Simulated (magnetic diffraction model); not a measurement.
# Which magnetic order? K₃Cr

Space group Pm-3m (no. 221), a = 5.6490 Å.

```
site  atom    x    y  z
  1a    Cr    0    0  0
  3c     K  1/2  1/2  0
```

This is a made-up structure (elements placed in a structure type, unrelaxed), so the numbers test the method and describe no known phase.

Only Cr is taken to order (form factors of Cr2+); orders and moment sizes are assumed, and not adapted to the symmetry. Radiation: neutrons of λ = 1.8 Å, 3° to 95°; isotropic B of 0.43 Å² (Cr) and 0.54 Å² (K). The intensities are simulated: I ∝ L Σ (|F_N|² + |F_M⊥|²) for unpolarised neutrons, with F_M = 2.695 fm/μB × Σ f(s) S exp(2πi Q·r) exp(−B s²) at Q = H ± k (one set where k and −k are equivalent), only the part normal to Q counting and L = 1/(sin²θ cos θ). For a modulated order the moment at position r is S exp(−2πi k·r) + c.c., with S = m/2 for a sine wave of amplitude m and S = m(u + iv)/2 for moments turning in a plane, u and v being orthogonal unit vectors in it; the phase factor of the sum at Q = H + k is then exp(2πi H·r). Form factors are spin-only for 3d ions and dipole or tabulated for f ions, scattering lengths are Sears's of 1992, and absorption is left out. A label names one of the reflections at its angle. The strongest nuclear line in the range is 100, and lines under 0.2 are left out.

Above the ordering temperature:

```
2θ (°)    index      I
 32.04  (1 1 1)  100.0
 37.16  (2 0 0)   56.6
 53.57  (2 2 0)   58.2
 63.80  (3 1 1)   86.9
 67.00  (2 2 2)   26.8
 79.18  (4 0 0)   15.8
 87.97  (3 3 1)   55.6
 90.88  (4 2 0)   53.8
```

Below it (cell unchanged):

```csv
2θ (°),I
7.66,19.0
10.62,9.6
19.89,5.4
21.24,5.0
26.13,1.2
27.18,2.3
28.20,2.2
29.18,0.9
32.04,100.0
32.11,2.2
34.68,1.8
37.16,56.6
37.23,1.2
38.00,0.8
38.76,0.8
39.50,1.1
42.50,1.1
43.20,1.1
45.34,0.2
45.99,0.5
47.93,0.5
49.29,0.6
49.91,0.7
51.74,0.7
52.33,0.4
53.03,0.4
53.57,58.2
54.20,0.2
54.78,0.2
55.92,0.3
60.01,0.2
61.09,0.2
61.63,0.2
63.31,0.3
63.80,86.9
65.92,0.3
```
(The table stops after 36 lines; 4 more lie at higher angle.)

**Question.** Check that the new lines index with k = (0.419 0 0), then choose among these models:
A. a sine wave with moments along [100] (amplitudes given), 1.66 μB on Cr
B. moments turning in the plane of [100] and [010], 1.66 μB on Cr
C. moments turning in the plane of [010] and [001], 1.66 μB on Cr
D. moments turning in the plane of [001] and [100], 1.66 μB on Cr

The new lines index as (0.419 0 0) at 7.66°, (0.581 0 0) at 10.62°, (0.419 1 0) at 19.89° and (0.581 1 0) at 21.24°, that is as H ± k with k = (0.419 0 0), one of 3 inequivalent arms of its star (k and −k counted as one), which a powder can't tell apart. Satellites come in pairs about each point of the reciprocal lattice.

Magnetic intensity, observed (below minus above) and for each model:

| 2θ (°) | index | observed | A | B | C | D |
| --- | --- | --- | --- | --- | --- | --- |
| 7.66 | (0.419 0 0) | 19.0 | <0.2 | 9.5 | 19.0 | 9.5 |
| 10.62 | (0.581 0 0) | 9.6 | <0.2 | 4.8 | 9.6 | 4.8 |
| 19.89 | (0.419 1 0) | 5.4 | 4.0 | 6.7 | 5.4 | 6.7 |
| 21.24 | (0.581 1 0) | 5.0 | 3.0 | 5.5 | 5.0 | 5.5 |
| 26.13 | (1.419 0 0) | 1.2 | <0.2 | 0.6 | 1.2 | 0.6 |
| 27.18 | (0.419 1 1) | 2.3 | 1.9 | 3.1 | 2.3 | 3.1 |
| 32.11 | (1.419 1 0) | 2.2 | 0.4 | 1.5 | 2.2 | 1.5 |
| 34.68 | (1.581 1 0) | 1.8 | 0.3 | 1.2 | 1.8 | 1.2 |

Model C matches.

The structure used: k = (0.419 0 0), moments turning in the plane of [010] and [001], 1.66 μB on Cr.

[Logs are printed without paths, hosts, clocks, repeated set-up lines and the standing remarks that a program may print on its own settings, such as how far it seeks lower states.]
